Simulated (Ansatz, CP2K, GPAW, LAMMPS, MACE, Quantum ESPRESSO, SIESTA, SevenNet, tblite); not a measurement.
# SIESTA runs on amorphous carbon (64 atoms), part 2 of 2

How do the settings of SIESTA change the result for amorphous carbon (64 atoms)? A plane-wave run serves as the yardstick.

Program: SIESTA 5.4.2; the method stands at each step. Banners, paths, timers and routine set-up lines are dropped from the logs unmarked, and long logs keep their key lines alone; longer cuts are marked. The potentials were converted by us to PSML.

So far. Step 2 (PBE, DZP, shift 0.01 Ry, mesh 300 Ry): Forces lie 13 % from the reference's, at 16 times its CPU time (on 2 against 4 cores). Step 3 (PBE, SZ, shift 0.01 Ry, mesh 300 Ry): Against the first run (13 %), the force difference from the reference is 60 %, at 0.20 times the CPU time (on 1 against 2 cores), with 256 basis functions against 832: the smaller basis costs accuracy.

## 4. LDA, DZP, shift 0.01 Ry, mesh 300 Ry

Method: Kohn-Sham DFT, LDA, PseudoDojo 0.4.1 norm-conserving pseudopotentials (converted to PSML), numerical atomic orbitals (DZP), diagonalisation.

The pseudopotential files are exchanged too: the .psml files are now those for LDA.

The input, input.fdf:

```
SystemLabel cell
NumberOfAtoms 64
NumberOfSpecies 1
%block ChemicalSpeciesLabel
  1 6 C
%endblock ChemicalSpeciesLabel
LatticeConstant 1.0 Ang
%block LatticeVectors
  7.59030 0.00000 0.00000
  0.00000 7.59030 0.00000
  0.00000 0.00000 7.59030
%endblock LatticeVectors
PAO.BasisSize DZP
PAO.EnergyShift 0.01 Ry
XC.Functional LDA
XC.Authors PW92
MeshCutoff 300 Ry
%block kgrid_Monkhorst_Pack
  1 0 0 0.0
  0 1 0 0.0
  0 0 1 0.0
%endblock kgrid_Monkhorst_Pack
SolutionMethod diagon
OccupationFunction FD
ElectronicTemperature 580 K
SCF.Mixer.Method Pulay
SCF.Mixer.Weight 0.05
SCF.Mixer.History 8
SCF.Mix Hamiltonian
MaxSCFIterations 300
SCF.DM.Tolerance 1e-04
SCF.H.Tolerance 1.0e-3 eV
WriteForces T
Write.HirshfeldPop T
Write.VoronoiPop T
Write.DM F
Write.H F
XML.Write F
AtomicCoordinatesFormat Fractional
%block AtomicCoordinatesAndAtomicSpecies
[... 64 atom lines left out: the same atoms as in the first run ...]
%endblock AtomicCoordinatesAndAtomicSpecies
```

The run is started by

```bash
$ OMP_NUM_THREADS=1 mpirun -np 2 siesta < input.fdf > output.txt
```

The log of the run:

```text
Version         : 5.4.2
reinit: System Name:
reinit: System Label: cell
initatom: Reading input for the pseudopotentials and atomic orbitals ----------
Species number:   1 Atomic number:    6 Label: C
Ground state valence configuration (from tables):   2s02  2p02  3d00  4f00
---- Processing specs for species: C
LDA--PW92 XC_LDA_X--XC_LDA_C_PW pw
C pseudopotential only contains V_ls up to l=1 -- lmxkb reset.
Using PAO.SplitTailNorm
%block ChemicalSpeciesLabel
    1    6 C                       # Species index, atomic number, species label
%endblock ChemicalSpeciesLabel
%block PAO.Basis                 # Define Basis set
C                     2                    # Species label, number of l-shells
 n=2   0   2                         # n, l, Nzeta
   4.511      3.076
[... lines left out ...]
Total number of electrons:   256.000000
[... lines left out ...]
stepf: Fermi-Dirac step function
        iscf     Eharris(eV)        E_KS(eV)     FreeEng(eV)     dDmax    Ef(eV) dHmax(eV)
[... lines left out ...]
SCF Convergence by DM+H criterion
[... lines left out ...]
SCF cycle converged after 20 iterations
[... lines left out ...]
   Max    4.235293
[... lines left out ...]
   Max    4.235293    constrained
Stress tensor Voigt[x,y,z,yz,xz,xy] (kbar):      163.26      119.95       43.14       16.86       14.62       30.39
[... lines left out ...]
Target enthalpy (eV/cell)   -10432.6421
siesta: Program's energy decomposition (eV):
siesta: Ebs     =     -3521.294590
siesta: Eions   =     18137.249291
siesta: Ena     =      4865.573866
siesta: Ekin    =      7119.401829
siesta: Enl     =      -421.278382
siesta: DEna    =      -182.425043
siesta: DUscf   =        13.990300
siesta: Ex      =     -3245.485637
siesta: Ec      =      -444.946006
siesta: Exc     =     -3690.431643
siesta: Eharris =    -10432.418364
siesta: Etot    =    -10432.418363
siesta: FreeEng =    -10432.642075
siesta: Final energy (eV):
siesta:  Band Struct. =   -3521.294590
siesta:       Kinetic =    7119.401829
siesta:       Hartree =    1367.456416
siesta:         Exch. =   -3245.485637
siesta:         Corr. =    -444.946006
siesta:   Exch.-corr. =   -3690.431643
siesta:  Ion-electron =   -9322.394140
siesta:       Ion-ion =   -5906.450826
siesta:         Total =  -10432.418363
siesta:         Fermi =      -4.597643
siesta: Stress tensor (static) (eV/Ang**3):
siesta:     0.101898    0.018967    0.009124
siesta:     0.018967    0.074864    0.010524
siesta:     0.009123    0.010523    0.026928
siesta: Cell volume =        437.297328 Ang**3
siesta: Pressure (static):
siesta:                Solid            Molecule  Units
siesta:          -0.00073949         -0.00072043  Ry/Bohr**3
siesta:          -0.06789650         -0.06614647  eV/Ang**3
siesta:        -108.78219358       -105.97833252  kBar
    Orbital volume contribution        =          24.215596 eV
    (Free)E + p_basis*V_orbitals       =      -10408.426480 eV
    (Free)Eharris+ p_basis*V_orbitals  =      -10408.426480 eV
Hirshfeld Atomic Populations:
Atom #   charge [q] valence [e]  Species
     1    -0.022677    4.022677  C
     2     0.013279    3.986721  C
     3     0.018538    3.981462  C
[...]
--------------------
 Total    -0.000015
Voronoi Atomic Populations:
Atom #   charge [q] valence [e]  Species
[...]
63     0.023529    3.976471  C
    64    -0.003088    4.003088  C
--------------------
 Total    -0.000014
```

Run time: 1.8 min. Hardware: 2 MPI ranks of Arm Neoverse V1, shared host; peak memory 0.88 GiB.

Compared with the plane-wave run:

| Property | Result |
| --- | --- |
| r.m.s. force component | 1.221 eV/Å |
| r.m.s. difference of force components | 159.1 meV/Å |
| longest difference of force vectors | 522.6 meV/Å |
| force difference over r.m.s. force | 12.67 % |
| slope of forces against the reference's | 0.9643 |
| correlation of force components | 0.9921 |
| pressure | -10.88 GPa |
| pressure difference | -3.49 GPa |

Against the first run (13 %), the force difference from the reference is 13 %, at 0.94 times the CPU time; the model has changed, so this is no error of the program alone.

## 5. PBE, DZP, shift 0.01 Ry, mesh 100 Ry

Method: Kohn-Sham DFT, PBE, PseudoDojo 0.4.1 norm-conserving pseudopotentials (converted to PSML), numerical atomic orbitals (DZP), diagonalisation.

The pseudopotential files are exchanged too: the .psml files are now those for PBE.

input.fdf, as its differences from that of step 4:

```diff
@@ -14,5 +14,5 @@
 PAO.EnergyShift 0.01 Ry
-XC.Functional LDA
-XC.Authors PW92
-MeshCutoff 300 Ry
+XC.Functional GGA
+XC.Authors PBE
+MeshCutoff 100 Ry
 %block kgrid_Monkhorst_Pack
```

The run is started by

```bash
$ OMP_NUM_THREADS=1 siesta < input.fdf > output.txt
```

The log of the run:

```text
Version         : 5.4.2
reinit: System Name:
reinit: System Label: cell
initatom: Reading input for the pseudopotentials and atomic orbitals ----------
Species number:   1 Atomic number:    6 Label: C
Ground state valence configuration (from tables):   2s02  2p02  3d00  4f00
---- Processing specs for species: C
GGA--PBE XC_GGA_X_PBE--XC_GGA_C_PBE pb
C pseudopotential only contains V_ls up to l=1 -- lmxkb reset.
Using PAO.SplitTailNorm
%block ChemicalSpeciesLabel
    1    6 C                       # Species index, atomic number, species label
[... lines left out ...]
stepf: Fermi-Dirac step function
        iscf     Eharris(eV)        E_KS(eV)     FreeEng(eV)     dDmax    Ef(eV) dHmax(eV)
[... lines left out ...]
SCF Convergence by DM+H criterion
[... lines left out ...]
SCF cycle converged after 20 iterations
[... lines left out ...]
   Max    4.337797
[... lines left out ...]
   Max    4.337797    constrained
Stress tensor Voigt[x,y,z,yz,xz,xy] (kbar):       58.98       15.07      -62.18       15.82       14.09       29.26
[... lines left out ...]
siesta: FreeEng =    -10413.594737
[... lines left out ...]
siesta:       Kinetic =    7078.532277
siesta:       Hartree =    1376.992648
siesta:         Exch. =   -3364.603813
siesta:         Corr. =    -335.555553
siesta:   Exch.-corr. =   -3700.159366
siesta:  Ion-electron =   -9238.838858
siesta:       Ion-ion =   -5929.900022
siesta:         Total =  -10413.373320
siesta:         Fermi =      -4.248640
siesta: Stress tensor (static) (eV/Ang**3):
siesta:     0.036814    0.018262    0.008795
siesta:     0.018261    0.009403    0.009873
siesta:     0.008794    0.009872   -0.038811
siesta: Cell volume =        437.297328 Ang**3
siesta: Pressure (static):
siesta:                Solid            Molecule  Units
siesta:          -0.00002689         -0.00001050  Ry/Bohr**3
siesta:          -0.00246868         -0.00096391  eV/Ang**3
siesta:          -3.95526864         -1.54435800  kBar
    Orbital volume contribution        =          24.300946 eV
    (Free)E + p_basis*V_orbitals       =      -10389.293791 eV
    (Free)Eharris+ p_basis*V_orbitals  =      -10389.293796 eV
Hirshfeld Atomic Populations:
Atom #   charge [q] valence [e]  Species
     1    -0.025749    4.025749  C
     2     0.012368    3.987632  C
     3     0.019249    3.980751  C
[...]
--------------------
 Total    -0.000017
Voronoi Atomic Populations:
Atom #   charge [q] valence [e]  Species
[...]
63     0.029294    3.970706  C
    64    -0.001750    4.001750  C
--------------------
 Total    -0.000018
```

The job ended after 62 s (1 thread; peak memory 0.4 GiB).

Against the reference:

```
r.m.s. force component                          : 1.239 eV/Å
r.m.s. difference of force components           : 161.7 meV/Å
longest difference of force vectors             : 486.1 meV/Å
force difference over r.m.s. force              : 12.87 %
slope of forces against the reference's         : 0.9777
correlation of force components                 : 0.9917
pressure                                        : -0.3955 GPa
pressure difference                             : 6.993 GPa
energy less the same-level run's                : 0.5909 meV/atom
r.m.s. force difference from the same-level run : 3.789 meV/Å
```

This is a coarse setting, run to see what it loses.

Against the first run (13 %), the force difference from the reference is 13 %, at 0.28 times the CPU time (on 1 against 2 cores): the change moves forces by 3.8 meV/Å r.m.s., so most of the difference comes from elsewhere.

## 6. PBE, TZP, shift 0.01 Ry, mesh 300 Ry

Method: Kohn-Sham DFT, PBE, PseudoDojo 0.4.1 norm-conserving pseudopotentials (converted to PSML), numerical atomic orbitals (TZP), diagonalisation.

input.fdf, as its differences from that of step 5:

```diff
@@ -12,3 +12,3 @@
 %endblock LatticeVectors
-PAO.BasisSize DZP
+PAO.BasisSize TZP
 PAO.EnergyShift 0.01 Ry
@@ -16,3 +16,3 @@
 XC.Authors PBE
-MeshCutoff 100 Ry
+MeshCutoff 300 Ry
 %block kgrid_Monkhorst_Pack
```

The run is started by

```bash
$ OMP_NUM_THREADS=1 mpirun -np 2 siesta < input.fdf > output.txt
```

The log of the run:

```text
Version         : 5.4.2
reinit: System Name:
reinit: System Label: cell
initatom: Reading input for the pseudopotentials and atomic orbitals ----------
Species number:   1 Atomic number:    6 Label: C
Ground state valence configuration (from tables):   2s02  2p02  3d00  4f00
---- Processing specs for species: C
GGA--PBE XC_GGA_X_PBE--XC_GGA_C_PBE pb
[... lines left out ...]
        iscf     Eharris(eV)        E_KS(eV)     FreeEng(eV)     dDmax    Ef(eV) dHmax(eV)
[... lines left out ...]
SCF Convergence by DM+H criterion
[... lines left out ...]
SCF cycle converged after 20 iterations
[... lines left out ...]
   Max    4.347153
[... lines left out ...]
   Max    4.347153    constrained
Stress tensor Voigt[x,y,z,yz,xz,xy] (kbar):       68.59       23.12      -52.43       15.58       14.32       29.04
[... lines left out ...]
siesta: FreeEng =    -10415.393229
[... lines left out ...]
siesta:         Fermi =      -4.259708
[... lines left out ...]
siesta:     0.018123    0.014429    0.009728
siesta:     0.008940    0.009727   -0.032727
siesta: Cell volume =        437.297328 Ang**3
siesta: Pressure (static):
siesta:                Solid            Molecule  Units
siesta:          -0.00008899         -0.00007423  Ry/Bohr**3
siesta:          -0.00817055         -0.00681520  eV/Ang**3
siesta:         -13.09067150        -10.91916170  kBar
    Orbital volume contribution        =          30.217468 eV
    (Free)E + p_basis*V_orbitals       =      -10385.175761 eV
    (Free)Eharris+ p_basis*V_orbitals  =      -10385.175767 eV
Hirshfeld Atomic Populations:
Atom #   charge [q] valence [e]  Species
     1    -0.025877    4.025877  C
     2     0.011897    3.988103  C
     3     0.019022    3.980978  C
[...]
--------------------
 Total    -0.000020
Voronoi Atomic Populations:
Atom #   charge [q] valence [e]  Species
[...]
63     0.025932    3.974068  C
    64    -0.005977    4.005977  C
--------------------
 Total    -0.000019
```

Elapsed: 2.6 min, on 2 MPI ranks; peak memory 1.1 GiB; 5.2 min of CPU time.

Compared with the plane-wave run:

```yaml
r_m_s_force_component: 1.237 eV/Å
r_m_s_difference_of_force_components: 139.4 meV/Å
longest_difference_of_force_vectors: 436.5 meV/Å
force_difference_over_r_m_s_force: 11.09 %
slope_of_forces_against_the_reference_s: 0.9784
correlation_of_force_components: 0.9939
pressure: -1.309 GPa
pressure_difference: 6.079 GPa
```

This run lies far from the reference in forces at the same functional.

Against the first run (13 %), the force difference from the reference is 11 %, at 1.4 times the CPU time, with 1088 basis functions against 832: the larger basis brings the forces nearer.

## 7. All runs compared

Differences are against the plane-wave reference, forces as r.m.s. over components; share is that over the reference's r.m.s. force, slope the least-squares factor from reference forces to these. Total energies of different programs have different zeros and aren't compared.

```
                                                 run  Δ force, r.m.s. (meV/Å)  share (%)  slope  Δ pressure (GPa)  cores  CPU time  memory (GiB)
                                           reference                        -          -      -                 -      4      14 s          0.54
         SIESTA PBE, DZP, shift 0.01 Ry, mesh 300 Ry                      162       12.9  0.978              6.99      2   3.7 min          0.89
 SIESTA PBE, SZ, shift 0.01 Ry, mesh 300 Ry (coarse)                      757       60.2  1.038              26.7      1      45 s          0.35
         SIESTA LDA, DZP, shift 0.01 Ry, mesh 300 Ry                      159       12.7  0.964             -3.49      2   3.5 min          0.88
SIESTA PBE, DZP, shift 0.01 Ry, mesh 100 Ry (coarse)                      162       12.9  0.978              6.99      1      62 s           0.4
         SIESTA PBE, TZP, shift 0.01 Ry, mesh 300 Ry                      139       11.1  0.978              6.08      2   5.2 min           1.1
```

Rows marked coarse were listed beforehand as settings not expected to be converged; some can still land near the reference.

CPU time is summed over cores on a shared host, where runs went side by side, so it is rough. Symmetry, cutoffs, thresholds, outputs and thread counts weren't matched or tuned between programs; memory under MPI is the largest rank's times the ranks.

Within one program, basis, potentials and functional, energies share a zero. Each run against its twin at the usual cutoff or grid and solver:

```
                                        run                             twin  Δ energy (meV/atom)  Δ force, r.m.s. (meV/Å)         CPU time over the twin's
SIESTA PBE, DZP, shift 0.01 Ry, mesh 100 Ry  DZP, shift 0.01 Ry, mesh 300 Ry                0.591                     3.79  0.28 (this twin ran on 2 cores)
```

## 8. Results

```json
{"nearest in forces": "SIESTA PBE, TZP, shift 0.01 Ry, mesh 300 Ry, 11 %", "its CPU time": "5.2 min"}
```

**Reading.** The PBE runs in local orbitals, coarse settings apart, differ by 11 % (SIESTA PBE, TZP, shift 0.01 Ry, mesh 300 Ry) to 13 % (SIESTA PBE, DZP, shift 0.01 Ry, mesh 300 Ry); basis, grid and potentials can all enter. Rows with another functional or a dispersion term differ by 13 % (SIESTA LDA, DZP, shift 0.01 Ry, mesh 300 Ry), which mixes the change of model with differences of basis and potentials. Runs with settings chosen to be coarse differ by 13 % (SIESTA PBE, DZP, shift 0.01 Ry, mesh 100 Ry) to 60 % (SIESTA PBE, SZ, shift 0.01 Ry, mesh 300 Ry), their programs' other errors included. None of the electronic-structure runs in the table takes under half the reference's CPU time of 14 s; they take 3.3 to 23 times as much. In pressure, SIESTA PBE, SZ, shift 0.01 Ry, mesh 300 Ry misses by +26.7 GPa, at the same functional. The quench rate of 100 K/ps is many orders above laboratory rates, so the cell is likely richer in defects and strain than a real sample. The network of bonds at the start is that of the classical potential that made the cell, and needn't be the one that DFT or experiment would give. The reference's stress is far from hydrostatic: its diagonal is -13.3, -8.4, -0.4 GPa, compression counted positive. The reference's pressure of -7.4 GPa belongs to a cell and atoms that aren't relaxed at this level. The electronic-structure runs sample only Γ, in a cell whose shortest periodic width is 8 Å, which is coarse for a cell with partly filled levels.

[Also dropped from logs without a mark: logging warnings of Python, and SIESTA's first energy breakdown and zero terms.]

[Logs are printed without paths, hosts, clocks, repeated set-up lines and the standing remarks that a program may print on its own settings, such as how far it seeks lower states.]

[Hosts, paths, dates, database ids (printed as entryN), source tags and the programs' standing remarks are cut or masked in the printed files.]
